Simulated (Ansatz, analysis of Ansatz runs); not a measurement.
# Interstitial H in fcc Cu, hop from an octahedral to the next tetrahedral site: migration barrier, PBE

How near does this set-up come to the measured migration barrier? Subject: interstitial H in fcc Cu, hop from an octahedral to the next tetrahedral site. Set-up: PBE, 32-site cell, PBE lattice, 420 eV, k: 4x4x4 Gamma-centred, fixed occupations. The model is a cell of 32 host atoms with 1 H put in. The barrier is the energy of the highest image of a climbing band over the relaxed site that the atom leaves.

What was measured. Migration barrier: 0.375 eV, by permeation and other diffusion measurements (T > 250 K); average of cited values (quoted in “Explainable Machine Learning for Hydrogen Diffusion in Metals and Random Binary Alloys”, 2023, G. M. Lu et al., quoting earlier work (1986)).

Method: plane-wave PAW DFT, PBE; relaxation of all atoms of a defect supercell, in Ansatz 0.2.0.

## Step 1: Starting point

The cell holds 33 atoms: 32 Cu and 1 H. Its edges and angles: a = 7.262 Å, b = 7.262 Å, c = 7.262 Å, α = 90.0°, β = 90.0°, γ = 90.0°. It derives from Cu (space group Fm-3m). Nearest the centre at fractional (0.750, 0.500, 0.500): H33 at 0.00 Å, Cu13 at 1.82 Å, Cu31 at 1.82 Å, Cu32 at 1.82 Å, Cu27 at 1.82 Å, Cu24 at 1.82 Å, Cu29 at 1.82 Å, Cu10 at 3.14 Å.

The host's primitive cell comes from a first run (plane-wave PAW DFT, PBE; relaxation of the host's cell and atoms): vectors of 2.567, 2.567 and 2.567 Å. That is 11.97 Å³ an atom, 1.3 % over the diffraction cell's volume. The supercell is built on it.

## Step 2: Relaxation, charge 0

A barrier counts from a true minimum, so both ends of the jump are relaxed first.

Contents of start/input.yaml:

```yaml
relax:
  f_tol: 0.02
  max_steps: 80
  escape_saddle: false
crystal:
  lattice:
    - [7.26165902, 0.0, 0.0]
    - [0.0, 7.26165902, 0.0]
    - [0.0, 0.0, 7.26165902]
  atoms:
    - { symbol: Cu, position: [0.0, 0.0, 0.0] }
    - { symbol: Cu, position: [0.0, 0.25, 0.25] }
    - { symbol: Cu, position: [0.25, 0.0, 0.25] }
    - { symbol: Cu, position: [0.25, 0.25, 0.0] }
    - { symbol: Cu, position: [0.0, 0.0, 0.5] }
    - { symbol: Cu, position: [0.0, 0.25, 0.75] }
    - { symbol: Cu, position: [0.25, 0.0, 0.75] }
    - { symbol: Cu, position: [0.25, 0.25, 0.5] }
    - { symbol: Cu, position: [0.0, 0.5, 0.0] }
    - { symbol: Cu, position: [0.0, 0.75, 0.25] }
    - { symbol: Cu, position: [0.25, 0.5, 0.25] }
    - { symbol: Cu, position: [0.25, 0.75, 0.0] }
    - { symbol: Cu, position: [0.0, 0.5, 0.5] }
    - { symbol: Cu, position: [0.0, 0.75, 0.75] }
    - { symbol: Cu, position: [0.25, 0.5, 0.75] }
    - { symbol: Cu, position: [0.25, 0.75, 0.5] }
    - { symbol: Cu, position: [0.5, 0.0, 0.0] }
    - { symbol: Cu, position: [0.5, 0.25, 0.25] }
    - { symbol: Cu, position: [0.75, 0.0, 0.25] }
    - { symbol: Cu, position: [0.75, 0.25, 0.0] }
    - { symbol: Cu, position: [0.5, 0.0, 0.5] }
    - { symbol: Cu, position: [0.5, 0.25, 0.75] }
    - { symbol: Cu, position: [0.75, 0.0, 0.75] }
    - { symbol: Cu, position: [0.75, 0.25, 0.5] }
    - { symbol: Cu, position: [0.5, 0.5, 0.0] }
    - { symbol: Cu, position: [0.5, 0.75, 0.25] }
    - { symbol: Cu, position: [0.75, 0.5, 0.25] }
    - { symbol: Cu, position: [0.75, 0.75, 0.0] }
    - { symbol: Cu, position: [0.5, 0.5, 0.5] }
    - { symbol: Cu, position: [0.5, 0.75, 0.75] }
    - { symbol: Cu, position: [0.75, 0.5, 0.75] }
    - { symbol: Cu, position: [0.75, 0.75, 0.5] }
    - { symbol: H, position: [0.75, 0.5, 0.5] }
basis:
  ecutwfc: 420
  xc_grid: 2
hamiltonian:
  xc: pbe
kpoints:
  mp_grid: { grid: [4, 4, 4] }
scf:
  occupations: { method: fixed }
  max_iter: 100
output:
  forces: true
checkpoint:
  write: "../start.run"
  compress: false
  write_wavefunctions: true
  write_every: 100000
```

Launch:

```sh
$ ansatz run input.yaml --threads 4 --pin off --max-ram 14131MiB --backend cpu --events-out ev --progress --plain --runs-dir out
```

What it wrote:

```text
Error: inconsistent input (scf.occupations.method, magnetization): a σ = 0 step fill (method: fixed, or a smearing width below the step floor) cannot realise an odd electron count (609) without a locked total moment — the per-k integer fill puts the same [...]
```

Wall time 0.04 s (4 threads of Arm Neoverse V2, shared host); peak memory 0.07 GiB.

The input was rejected at the start.

The program's message: “Error: inconsistent input (scf.occupations.method, magnetization): a σ = 0 step fill (method: fixed, or a smearing width below the step floor) cannot realise an odd electron count (609) without a lock …”

## Step 3: Outcome

The migration barrier was not obtained, because the step “relaxation, charge 0” was refused by the program.

[Logs are printed without paths, hosts, clocks, repeated set-up lines and the standing remarks that a program may print on its own settings, such as how far it seeks lower states.]

[Hosts, paths, dates, database ids (printed as entryN), source tags and the programs' standing remarks are cut or masked in the printed files.]

[For some hosts the program warned that the k-mesh of the response run may be too coarse for force constants and the static dielectric constant; such warnings are not shown here.]
